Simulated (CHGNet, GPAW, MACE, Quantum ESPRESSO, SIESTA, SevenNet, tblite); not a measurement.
## Atom list for Twisted Ti3C2O2 MXene bilayer, 38.21° (98 atoms)

Geometry: the built cell with every atom moved at random. Computed with Quantum ESPRESSO 7.5: Kohn-Sham DFT, PBE, SSSP efficiency 1.3.0 pseudopotentials, plane waves; sssp-1.3.0-efficiency; 60/480 Ry; levels smeared at 580 K; Γ point.

Extended XYZ; positions in Å, forces in eV/Å:

```xyz
98
Lattice="8.043 0.000 0.000 -4.022 6.966 0.000 0.000 0.000 30.650" Properties=species:S:1:pos:R:3:forces:R:3 pbc="T T T"
Ti 0.018 0.013 10.478 -0.066 0.042 -0.501
C 0.582 1.652 11.734 -0.207 -0.532 -0.414
C 1.684 0.325 9.181 -0.037 -0.388 0.323
Ti 1.704 0.345 12.994 0.730 0.414 0.096
Ti 0.589 1.634 7.885 0.074 0.812 0.330
O -4.005 6.965 13.906 -0.330 -0.273 0.221
O 8.010 0.023 7.006 0.253 -0.437 -0.689
Ti -0.573 2.950 10.488 0.101 0.940 -0.624
C 0.012 4.639 11.734 -0.314 -0.499 -0.736
C 1.141 3.294 9.185 -0.216 -0.153 0.105
Ti 1.150 3.301 12.996 0.163 0.460 0.219
Ti 0.027 4.655 7.904 0.214 0.212 -0.206
O -0.564 3.002 13.881 -0.409 -0.344 0.370
O -0.625 3.001 6.970 0.331 -0.224 -0.132
Ti -1.147 5.949 10.467 0.597 0.591 -0.355
C 3.459 0.591 11.745 -0.629 0.488 -0.783
C 0.568 6.281 9.201 -0.410 -0.115 0.156
Ti 0.536 6.275 13.022 0.338 0.701 0.216
Ti 3.461 0.681 7.889 0.737 0.292 0.158
O -1.127 5.941 13.899 -0.455 -0.055 0.507
O -1.168 5.957 6.996 -0.186 -0.050 -0.218
Ti 2.319 1.999 10.436 0.531 0.166 0.090
C 2.869 3.617 11.713 -0.145 0.011 -0.308
C 3.981 2.331 9.163 -0.291 -0.694 0.713
Ti 4.030 2.335 13.016 -0.107 -0.527 0.077
Ti 2.854 3.618 7.919 0.666 0.816 -0.154
O 2.293 2.021 13.925 0.004 -0.488 0.124
O 2.299 1.977 7.003 -0.317 -0.182 -0.771
Ti 1.715 4.960 10.437 0.179 0.496 0.252
C 2.278 6.656 11.702 0.340 -0.506 -0.234
C 3.429 5.270 9.169 0.042 0.093 0.798
Ti 3.444 5.309 13.012 -0.307 0.390 -0.209
Ti 2.308 6.654 7.915 -0.281 0.035 -0.133
O 1.704 4.992 13.887 0.446 -0.422 0.488
O 1.738 5.034 6.985 -0.405 -0.677 -0.132
Ti 5.207 1.025 10.487 -0.171 -0.408 -0.319
C 5.715 2.641 11.699 0.274 -0.196 0.013
C 6.875 1.325 9.189 0.045 -0.210 0.658
Ti 6.923 1.314 12.978 -0.452 0.167 0.612
Ti 5.775 2.699 7.897 0.177 0.222 -0.124
O 5.182 0.991 13.925 -0.016 -0.075 -0.148
O 5.177 1.001 7.007 -0.314 -0.310 -0.221
Ti 4.588 4.015 10.479 0.270 0.157 -0.783
C -2.855 5.617 11.711 -0.745 -0.219 0.013
C -1.703 4.277 9.197 -0.571 0.016 0.465
Ti -1.760 4.304 13.011 0.699 0.226 0.109
Ti -2.884 5.670 7.876 0.488 -0.186 0.080
O 4.572 3.937 13.896 0.143 0.355 0.619
O 4.624 3.977 7.014 -0.456 0.075 -0.436
Ti 5.736 1.942 20.166 0.213 0.514 0.438
C 4.568 0.691 21.449 0.303 -0.482 -0.141
C 4.040 2.300 18.933 -0.595 0.110 0.276
Ti 3.988 2.275 22.748 0.353 0.210 0.029
Ti 4.603 0.648 17.630 0.220 0.475 -0.208
O 5.740 2.006 23.668 -0.044 -0.055 -0.106
O 5.763 1.978 16.781 -0.219 -0.201 -0.605
Ti 3.460 4.006 20.214 0.269 -0.533 0.013
C 2.297 2.670 21.493 -0.166 0.069 -1.011
C 1.719 4.303 18.906 -0.181 0.023 0.843
Ti 1.733 4.319 22.759 0.244 -0.307 0.181
Ti 2.305 2.644 17.661 0.372 0.566 -0.212
O 3.444 3.967 23.611 -0.029 0.138 0.966
O 3.434 3.992 16.760 0.029 -0.281 -0.460
Ti 2.879 0.989 20.163 0.043 -0.042 0.474
C -2.299 6.660 21.496 -0.201 -0.277 -0.663
C 1.184 1.286 18.898 -0.612 0.112 0.955
Ti 1.101 1.322 22.795 0.372 -0.129 -0.352
Ti -2.290 6.661 17.646 0.034 0.138 -0.098
O 2.903 1.018 23.640 -0.271 -0.280 0.747
O 2.833 0.974 16.732 0.519 0.044 -0.340
Ti 1.151 5.943 20.197 0.143 0.296 -0.186
C -0.009 4.618 21.475 0.133 0.285 -0.539
C -0.574 6.283 18.942 -0.087 0.091 0.214
Ti -0.567 6.281 22.771 -0.239 0.189 -0.257
Ti -0.014 4.661 17.621 0.337 0.117 -0.103
O 1.139 5.988 23.664 -0.072 -0.002 0.321
O 1.136 5.999 16.716 -0.095 -0.265 -0.089
Ti 0.603 3.027 20.208 -0.049 -0.499 0.191
C -0.586 1.655 21.475 0.022 -0.151 -0.554
C -1.154 3.294 18.919 0.118 0.222 0.530
Ti -1.145 3.342 22.755 -0.205 -0.775 0.206
Ti -0.568 1.693 17.661 0.133 0.161 -0.346
O 0.562 2.987 23.687 -0.070 0.194 0.119
O 0.554 3.013 16.749 0.127 -0.422 -0.293
Ti 4.020 6.951 20.200 0.527 0.578 0.112
C 2.853 5.616 21.504 -0.004 0.436 -0.782
C 6.310 0.322 18.929 -0.073 -0.206 0.631
Ti 6.319 0.338 22.742 0.111 0.127 0.263
Ti 2.893 5.642 17.634 0.292 -0.031 -0.124
O 0.031 0.052 23.684 -0.562 -0.369 0.362
O -4.007 6.963 16.760 -0.323 -0.059 -0.426
Ti -1.705 4.954 20.193 -0.281 0.259 0.059
C 5.171 3.686 21.432 -0.043 -0.074 -0.073
C 4.603 5.304 18.901 -0.322 -0.304 0.851
Ti 4.592 5.289 22.745 0.154 -0.015 -0.299
Ti 5.205 3.688 17.680 -0.263 0.016 -0.352
O -1.736 4.936 23.645 0.090 0.484 0.723
O -1.706 4.958 16.711 -0.152 -0.104 -0.067
```

The functional has no dispersion term, which matters for the binding between molecules or layers. The main run has no spin polarisation, so any moments at edges, vacancies or dangling bonds can't form in it. Only the Γ point is sampled, in a cell whose shortest periodic width is 7 Å, which is coarse for a cell with partly filled levels.

The r.m.s. force component is 0.376 eV/Å; the longest force, 1.14 eV/Å, acts on C66.

[Logs are printed without paths, hosts, clocks, repeated set-up lines and the standing remarks that a program may print on its own settings, such as how far it seeks lower states.]

[Hosts, paths, dates, database ids (printed as entryN), source tags and the programs' standing remarks are cut or masked in the printed files.]
